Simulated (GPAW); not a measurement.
Consider AgB2 (P6/mmm).

```xyz
3
Lattice="3.0000 0.0000 0.0000 -1.5000 2.5981 0.0000 0.0000 0.0000 3.2400" Properties=species:S:1:pos:R:3 pbc="T T T"
Ag    0.0000    0.0000    0.0000
B     1.5000    0.8660    1.6200
B     0.0000    1.7321    1.6200
```

Absorber: atom 2, with 3 B at 1.73 Å (trigonal planar, site symmetry -6m2). Method: GPAW, PBE, excited-electron core hole (neutral cell), 27-atom cell with 6.1 Å between holes, 5×5×5 k points, dipole transitions, Gaussian full width 0.9 eV up to 4 eV, rising linearly to 3.5 eV at 25 eV.

Question: Where do the maxima of the B K edge fall?

Main maxima up to 24 eV above the zero (height): 1.8 eV (0.89), 6.8 eV (1.70) and 13.9 eV (1.25). A K edge sees empty p states on the absorber. The total-energy difference is 192.45 eV. One term is added: -5.59 eV, since the hole is spin-paired here and a spin-polarised one costs that much less in the free atom (computed apart). The photon energy is then 186.86 eV. The functional leaves an error of a few eV in such absolute values.

The B K spectrum (energy from the lowest empty level; intensity scaled to a mean of 1 over the first 20 eV; polarised curves are means over the symmetry-equivalent atoms):

```
E (eV)  isotropic  ε ⊥ c  ε ∥ c
 -2.00       0.00   0.00   0.00
 -1.25       0.00   0.00   0.00
 -0.50       0.05   0.01   0.12
  0.25       0.42   0.07   1.12
  1.00       0.71   0.04   2.04
  1.75       0.89   0.02   2.62
  2.50       0.70   0.02   2.05
  3.25       0.65   0.03   1.87
  4.00       0.59   0.05   1.68
  4.75       0.65   0.17   1.59
  5.50       0.95   0.75   1.34
  6.25       1.52   1.76   1.05
  7.00       1.68   2.12   0.79
  7.75       1.46   1.86   0.67
  8.50       1.41   1.71   0.80
  9.25       1.42   1.64   0.98
 10.00       1.26   1.41   0.95
 10.75       1.03   1.13   0.82
 11.50       1.00   1.12   0.76
 12.25       1.12   1.25   0.85
 13.00       1.22   1.34   0.97
 13.75       1.25   1.36   1.04
 14.50       1.23   1.37   0.96
 15.25       1.16   1.36   0.75
 16.00       1.02   1.30   0.48
 16.75       0.92   1.24   0.29
 17.50       0.86   1.18   0.20
 18.25       0.72   0.99   0.18
 19.00       0.52   0.68   0.19
 19.75       0.35   0.40   0.26
 20.50       0.29   0.24   0.38
 21.25       0.29   0.18   0.53
 22.00       0.32   0.16   0.65
 22.75       0.36   0.17   0.73
 23.50       0.39   0.20   0.77
 24.25       0.43   0.26   0.77
 25.00       0.47   0.34   0.73
 25.75       0.50   0.41   0.68
 26.50       0.54   0.49   0.65
 27.25       0.58   0.56   0.62
 28.00       0.61   0.61   0.61
```

The holes are only 6.1 Å apart, so the shape is probably not converged with cell size; no larger cell was run here. The structure is a published determination, not relaxed.

[Banner, clock and machine lines of the logs are left out without a mark of their own.]

[Logs are printed without paths, hosts, clocks, repeated set-up lines and the standing remarks that a program may print on its own settings, such as how far it seeks lower states.]

[Hosts, paths, dates, database ids (printed as entryN), source tags and the programs' standing remarks are cut or masked in the printed files.]

[Lists of maxima count a maximum above −3 eV only where it reaches 4 % of the highest in the window and stands out from its surroundings by 2 % of it (1.5 % where it reaches 55 %); shoulders and weaker maxima are passed over, and of the rest the first, up to two pre-edge ones and the few strongest are named.]
